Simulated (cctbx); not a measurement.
## What is wrong with this refinement?

Cell a = 4.0910 Å, b = 17.1040 Å, c = 4.1090 Å, α = 90.00°, β = 90.00°, γ = 90.00°; space group Cmcm (no. 63).

The data are simulated with cctbx, not measured: Cu Kα, λ = 1.54184 Å, to d = 0.83 Å, 80 % of the full sphere, strongest reflection 5000 counts, noise from counting, a 3 % proportional error and a noise floor of 8 counts (s.d.); no absorption.

An anisotropic refinement with weights 1/σ² prints:

```text
Rint 0.040, 172 unique reflections to 0.83 A
cycle     R1     wR2    GooF  max shift (A)
   1  0.2162  0.4046  11.386   0.00194
   3  0.0751  0.1825   5.137   0.00000
final R1 0.0752 wR2 0.1825 GooF 5.137  parameters 16  data/parameter 10.8
atom        x        y        z      Ueq    occ   su(xyz)  su(Uiso or U11)
Lu1    0.50000  0.61176  0.75000   0.0014  1.000  0.00018  0.0015
Ge1    0.50000  0.95523  0.75000   0.0019  1.000  0.00041  0.0035
Ge2    0.00000  0.74859  0.75000   0.0070  1.000  0.00043  0.0039
Nb1    0.50000  0.82302  0.75000   0.0475  1.000  0.00062  0.0057
difference map: max 5.48 min -8.17 rms 1.34
Q1    0.0000  0.1301  0.7500    4    5.52  0.31 A from Lu1
Q2    0.0000  0.2419  0.2500    4    3.62  0.16 A from Ge2
Q3    0.0000  0.4422  0.7500    4    2.78  0.22 A from Ge1
Q4    0.0000  0.5026  0.2500    4    2.64  0.72 A from Ge1
Q5    0.0000  0.0239  0.2500    4    2.19  2.08 A from Ge1
Q6    0.2500  0.2500  0.0000    8    2.14  1.45 A from Ge2
```

**Question.** Can this result stand? If not, what is the likely fault?

Mend it. The fault: wrong element: Nb1 is V. Against the right model at the same level, R1 goes from 0.0167 to 0.0752 and GooF from 0.92 to 5.14, U of Nb1 swells from 0.0047 to 0.0475 Å², the top difference peak, 5.5 e/Å³, lies on Lu1 and a hole of -8.2 e/Å³ opens. Nb1 has 18 electrons too many and its U swells to shed them, as expected.

The compound is LuVGe2. The right model at the same level gives:

```text
Rint 0.040, 172 unique reflections to 0.83 A
cycle     R1     wR2    GooF  max shift (A)
   1  0.0173  0.0341   0.959   0.00051
   2  0.0167  0.0328   0.924   0.00000
final R1 0.0167 wR2 0.0328 GooF 0.924  parameters 16  data/parameter 10.8
atom        x        y        z      Ueq    occ   su(xyz)  su(Uiso or U11)
Lu1    0.50000  0.61179  0.75000   0.0055  1.000  0.00003  0.0003
Ge1    0.50000  0.95533  0.75000   0.0067  1.000  0.00007  0.0007
Ge2    0.00000  0.74856  0.75000   0.0096  1.000  0.00008  0.0007
V1     0.50000  0.82312  0.75000   0.0047  1.000  0.00011  0.0009
difference map: max 1.21 min -1.36 rms 0.34
Q1    0.2190  0.4540  0.7500    8    1.27  0.90 A from Ge1
Q2    0.0000  0.0275  0.2500    4    1.11  2.07 A from Ge1
Q3    0.0000  0.2009  0.0376    8    1.04  1.23 A from Ge2
Q4    0.1631  0.2460  0.5897   16    0.95  1.53 A from Ge2
Q5    0.1782  0.4078  0.2500    8    0.90  1.36 A from Lu1
Q6    0.0000  0.4052  0.0463    8    0.86  1.49 A from Ge1
```

The model is made up (kin elements in a known structure type, no relaxation), so it says nothing on whether the phase exists.

[Middle refinement cycles are left out of these outputs.]

[Logs are printed without paths, hosts, clocks, repeated set-up lines and the standing remarks that a program may print on its own settings, such as how far it seeks lower states.]
